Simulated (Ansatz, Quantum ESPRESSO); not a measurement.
# 2H-NbSTe, 1 layer: response to a perpendicular field, part 7 of 7

How does 2H-NbSTe, 1 layer respond to a gate-like field without added charge?

Quantum ESPRESSO 7.5; plane-wave DFT, RPBE, GBRV ultrasoft pseudopotentials made under PBE; geometry and cross-check by Ansatz 0.2.0 with PAW datasets.

So far. Step 14 (Density by pp.x): The density integrates to 25.000 electrons, as the 25 of the input ask. Step 19 (Cross-check with Ansatz: field 0.1 V/Å): At 0.1 V/Å Ansatz's dipole is -0.0038 e Å against -0.0066 from pw.x, under another functional.

### Step 23. Ground state, with ecutwfc = 14 and ecutrho = 56

Another try, with an input changed as a hurried user might.

f1.bad.in

```
&control
  prefix = 'f1.bad'
  outdir = './out'
  pseudo_dir = './pseudo'
  calculation = 'scf'
  tprnfor = .true.
  tefield = .true.
  dipfield = .true.
/
&system
  ibrav = 0
  nat = 3
  ntyp = 3
  ecutwfc = 14
  ecutrho = 56
  input_dft = 'rpbe'
  occupations = 'smearing'
  smearing = 'fd'
  degauss = 0.004
  edir = 3
  emaxpos = 0.97
  eopreg = 0.04
  eamp = 0.00194469
/
&electrons
  conv_thr = 1e-09
  mixing_beta = 0.4
  electron_maxstep = 100
  mixing_mode = 'plain'
/
ATOMIC_SPECIES
  Te  127.6000  te_pbe_v1.uspp.F.UPF
  Nb  92.9064  nb_pbe_v1.uspp.F.UPF
  S   32.0600  s_pbe_v1.4.uspp.F.UPF
CELL_PARAMETERS angstrom
  3.53190124983176 0.00000000000000 -0.00000000000000
  -1.76595062491588 3.05871620601231 0.00000000000000
  -0.00000000000000 0.00000000000000 20.42899426260000
ATOMIC_POSITIONS crystal
  Te  0.333333333333 0.666666666667 0.417425539445
  Nb  0.000000000000 -0.000000000000 0.513359579975
  S   0.333333333333 0.666666666667 0.581986021980
K_POINTS automatic
  12 12 1 0 0 0
```

Launch:

```bash
$ OMP_NUM_THREADS=1 mpirun -n 4 pw.x -nk 4 -in f1.bad.in > f1.bad.out
```

The program printed:

```text
[banner, memory and clock lines left out]
Program PWSCF v.7.5 starts
[citation notice left out]

[...]
bravais-lattice index     =            0
     lattice parameter (alat)  =       6.6743  a.u.
     unit-cell volume          =    1489.3313 (a.u.)^3
     number of atoms/cell      =            3
     number of atomic types    =            3
     number of electrons       =        25.00
     number of Kohn-Sham states=           17
     kinetic-energy cutoff     =      14.0000  Ry
     charge density cutoff     =      56.0000  Ry
     scf convergence threshold =      1.0E-09
     mixing beta               =       0.4000
     number of iterations used =            8  plain     mixing
     Exchange-correlation= RPBE
                           (   1   4  44   4   0   0   0)

[...]
PseudoPot. # 1 for Te read from file:
     ./pseudo/te_pbe_v1.uspp.F.UPF
     Pseudo is Ultrasoft + core correction, Zval =  6.0
     Generated by new atomic code, or converted to UPF format
     Using radial grid of  891 points,  5 beta functions with:
                l(1) =   0
                l(2) =   0
                l(3) =   1
                l(4) =   1
                l(5) =   2
     Q(r) pseudized with  6 coefficients,  rinner =    1.800   1.800   1.800
                                                       1.800   1.800

     PseudoPot. # 2 for Nb read from file:
     ./pseudo/nb_pbe_v1.uspp.F.UPF
     Pseudo is Ultrasoft + core correction, Zval = 13.0
     Generated by new atomic code, or converted to UPF format
     Using radial grid of  887 points,  6 beta functions with:
                l(1) =   0
                l(2) =   0
                l(3) =   1
                l(4) =   1
                l(5) =   2
                l(6) =   2
     Q(r) pseudized with  6 coefficients,  rinner =    1.000   1.000   1.000
                                                       1.000   1.000

     PseudoPot. # 3 for S  read from file:
     ./pseudo/s_pbe_v1.4.uspp.F.UPF
     Pseudo is Ultrasoft + core correction, Zval =  6.0
     Generated by new atomic code, or converted to UPF format
     Using radial grid of  907 points,  6 beta functions with:
                l(1) =   0
                l(2) =   0
                l(3) =   1
                l(4) =   1
                l(5) =   2
                l(6) =   2
     Q(r) pseudized with  8 coefficients,  rinner =    1.300   1.300   1.300
                                                       1.300   1.300

     atomic species   valence    mass     pseudopotential
     Te                6.00   127.60000     Te( 1.00)
     Nb               13.00    92.90640     Nb( 1.00)
     S                 6.00    32.06000     S ( 1.00)

     No symmetry found

[...]
number of k points=    74  Fermi-Dirac smearing, width (Ry)=  0.0040
[...]
Dense  grid:    10453 G-vectors     FFT dimensions: (  15,  15,  96)

     Check: negative core charge=   -0.000144

     Initial potential from superposition of free atoms

     starting charge      24.9970, renormalised to      25.0000

     negative rho (up, down):  1.985E-01 0.000E+00

     Adding external electric field

     Computed dipole along edir(3) :
        Dipole                0.0006 Ry au,          0.0015 Debye
        Dipole field          0.0000 Ry au,

        E field amplitude [Ha a.u.]:  1.9447E-03
        Potential amp.        0.1438 Ry
        Total length         37.0610 bohr

     Starting wfcs are   21 randomized atomic wfcs

     per-process dynamical memory:    22.3 Mb

     Self-consistent Calculation

     iteration #  1     ecut=    14.00 Ry     beta= 0.40
     Davidson diagonalization with overlap
     ethr =  1.00E-02,  avg # of iterations =  2.0

     negative rho (up, down):  1.903E-01 0.000E+00

     Adding external electric field

     Computed dipole along edir(3) :
        Dipole               -0.0439 Ry au,         -0.1115 Debye
        Dipole field         -0.0004 Ry au,

        E field amplitude [Ha a.u.]:  1.9447E-03
        Potential amp.        0.1716 Ry
        Total length         37.0610 bohr

     total energy              =    -168.68357109 Ry
     estimated scf accuracy    <       0.38194822 Ry

     iteration #  2     ecut=    14.00 Ry     beta= 0.40
[...]
negative rho (up, down):  1.938E-01 0.000E+00

[...]
Dipole               -0.1295 Ry au,         -0.3292 Debye
[...]
E field amplitude [Ha a.u.]:  1.9447E-03
[...]
total energy              =    -168.68514950 Ry
     estimated scf accuracy    <       0.80241126 Ry

     iteration #  3     ecut=    14.00 Ry     beta= 0.40
[...]
negative rho (up, down):  1.920E-01 0.000E+00

[...]
Dipole                0.1301 Ry au,          0.3306 Debye
[...]
E field amplitude [Ha a.u.]:  1.9447E-03
[...]
total energy              =    -168.79288861 Ry
     estimated scf accuracy    <       0.08732040 Ry

     iteration #  4     ecut=    14.00 Ry     beta= 0.40
[...]
negative rho (up, down):  1.903E-01 0.000E+00

[...]
Dipole               -0.0236 Ry au,         -0.0600 Debye
[...]
E field amplitude [Ha a.u.]:  1.9447E-03
[...]
total energy              =    -168.79714146 Ry
     estimated scf accuracy    <       0.12556884 Ry

     iteration #  5     ecut=    14.00 Ry     beta= 0.40
[...]
negative rho (up, down):  1.894E-01 0.000E+00

[...]
Dipole               -0.0224 Ry au,         -0.0569 Debye
[...]
E field amplitude [Ha a.u.]:  1.9447E-03
[...]
total energy              =    -168.80711291 Ry
     estimated scf accuracy    <       0.00148970 Ry

     iteration #  6     ecut=    14.00 Ry     beta= 0.40
[...]
negative rho (up, down):  1.889E-01 0.000E+00

[...]
Dipole               -0.0129 Ry au,         -0.0329 Debye
[...]
E field amplitude [Ha a.u.]:  1.9447E-03
[...]
total energy              =    -168.80739249 Ry
     estimated scf accuracy    <       0.00032343 Ry

[...]
iteration #  9     ecut=    14.00 Ry     beta= 0.40
[...]
negative rho (up, down):  1.889E-01 0.000E+00

[...]
Dipole               -0.0133 Ry au,         -0.0339 Debye
[...]
E field amplitude [Ha a.u.]:  1.9447E-03
[...]
total energy              =    -168.80741337 Ry
     estimated scf accuracy    <       0.00000041 Ry

     iteration # 10     ecut=    14.00 Ry     beta= 0.40
[...]
negative rho (up, down):  1.889E-01 0.000E+00

[...]
Dipole               -0.0132 Ry au,         -0.0336 Debye
[...]
E field amplitude [Ha a.u.]:  1.9447E-03
[...]
total energy              =    -168.80741345 Ry
     estimated scf accuracy    <       0.00000015 Ry

     iteration # 11     ecut=    14.00 Ry     beta= 0.40
[...]
negative rho (up, down):  1.889E-01 0.000E+00

[...]
Dipole               -0.0132 Ry au,         -0.0336 Debye
[...]
E field amplitude [Ha a.u.]:  1.9447E-03
[...]
total energy              =    -168.80741344 Ry
     estimated scf accuracy    <       0.00000001 Ry

     iteration # 12     ecut=    14.00 Ry     beta= 0.40
[...]
negative rho (up, down):  1.889E-01 0.000E+00

[...]
Dipole               -0.0132 Ry au,         -0.0336 Debye
[...]
E field amplitude [Ha a.u.]:  1.9447E-03
[...]
End of self-consistent calculation

          k = 0.0000 0.0000 0.0000 (  1245 PWs)   bands (ev):

   -56.2511 -32.3610 -32.2679 -32.2679 -13.9719 -12.6243  -5.6946  -3.6642
    -3.6642  -2.8203  -1.3153  -1.3153   0.0817   0.9664   1.9775   1.9775
     2.4539

          k = 0.0000 0.0962 0.0000 (  1275 PWs)   bands (ev):

   -56.2515 -32.3798 -32.3014 -32.2743 -13.9136 -12.5678  -5.6091  -3.8734
    -3.6474  -2.7582  -1.5166  -1.3996  -0.0032   1.0648   1.7689   2.0049
     2.0646

[...]
the Fermi energy is    -0.7702 ev

!    total energy              =    -168.80741344 Ry
     estimated scf accuracy    <          9.5E-11 Ry
     smearing contrib. (-TS)   =      -0.00295928 Ry
     internal energy E=F+TS    =    -168.80445416 Ry

     The total energy is F=E-TS. E is the sum of the following terms:
     one-electron contribution =    -831.61878499 Ry
     hartree contribution      =     416.16697512 Ry
     xc contribution           =     -41.52767197 Ry
     ewald contribution        =     288.17497476 Ry
     electric field correction =       0.00005292 Ry

     convergence has been achieved in  12 iterations

     negative rho (up, down):  1.889E-01 0.000E+00

     Forces acting on atoms (cartesian axes, Ry/au):

     atom    1 type  1   force =    -0.00000007    0.00000000   -0.01908992
     atom    2 type  2   force =     0.00000007   -0.00000004    0.02140634
     atom    3 type  3   force =    -0.00000000    0.00000004   -0.00231642

     Total force =     0.028775     Total SCF correction =     0.000033

[...]
```

Wall time 6.5 s (4 MPI ranks of Intel Xeon Platinum 8488C (Sapphire Rapids), shared host); peak memory 0.29 GiB; 25 s of CPU time.

Residual by cycle:

cycle, log10 residual and a bar from the least value:
```
        1       -0.4 #############################
        2       -0.1 ##############################
        3       -1.1 ###########################
        4       -0.9 ############################
        5       -2.8 ######################
        6       -3.5 ####################
        7       -4.6 ################
        8       -5.1 ###############
        9       -6.4 ###########
       10       -6.8 ##########
       11       -8.0 ######
       12      -10.0
```

The cycle converged. A setting was moved off its sound value on purpose, so this run is a test.

The fault put into the input: a cutoff far too low (system.ecutwfc = 14 and system.ecutrho = 56).

Beside the run it was changed from:

| quantity | this run | unchanged run | difference |
| --- | --- | --- | --- |
| dipole along the normal (e·Å) | -0.006995 | -0.006621 | -3.7e-4 |
| free energy (eV) | -2296.742 | -2296.343 | -0.40 |
| wall time (s) | 6.5 | 35 |  |
| SCF iterations | 12 | 9 |  |

The free energy moves by -1.3e+02 meV an atom.

This run starts from superposed atoms, the unchanged one from a saved density, so their iteration counts don't compare.

The physical values in this table move by up to 5.7 %.

### Step 24. By hand

α = Δp/E = (-0.00662 − (-0.04026)) e Å / 0.1 V/Å = 0.3364 e Å²/V; times e/(4πε₀) = 14.40 V Å this is 4.845 Å³. With A = 10.803 Å², 4πα/A = 5.635 Å.

### Step 25. Results

```
polarisability along the normal, a cell : 4.84 Å³
sheet polarisability 4πα/A              : 5.64 Å
dipole without a field                  : -0.0403 e·Å
```

The sheet answers a field with a polarisability of 4.84 Å³ a cell, or 4πα/A = 5.64 Å (RPBE, GBRV ultrasoft (made under PBE)). In pw.x the dipole follows the field linearly over the range tried. A perfect conductor 5.64 Å thick would screen alike; the outer atoms lie 3.36 Å apart. At 0.1 V/Å the sheet takes 0.564 eV off the potential drop. Quantum ESPRESSO and Ansatz give 4.845 and 4.847 Å³ for the polarisability (pw.x from 0 and 0.1 V/Å, Ansatz from ±0.1 V/Å, under PBE), which agree. The ions stay at their zero-field places, so this is the electrons' response alone. Without a field the sheet has no gap. Spin-orbit coupling is left out; depending on the atoms that carry the levels of interest, it can split and shift them by tens to hundreds of meV. The runs have no spin polarisation although the electron count is odd.

[Logs are printed without paths, hosts, clocks, repeated set-up lines and the standing remarks that a program may print on its own settings, such as how far it seeks lower states.]

[Hosts, paths, dates, database ids (printed as entryN), source tags and the programs' standing remarks are cut or masked in the printed files.]

[Maps of the electrostatic potential energy from Ansatz leave out the sawtooth potential of an applied field or a dipole correction, so their vacuum need not be flat; planar profiles and work functions include it.]
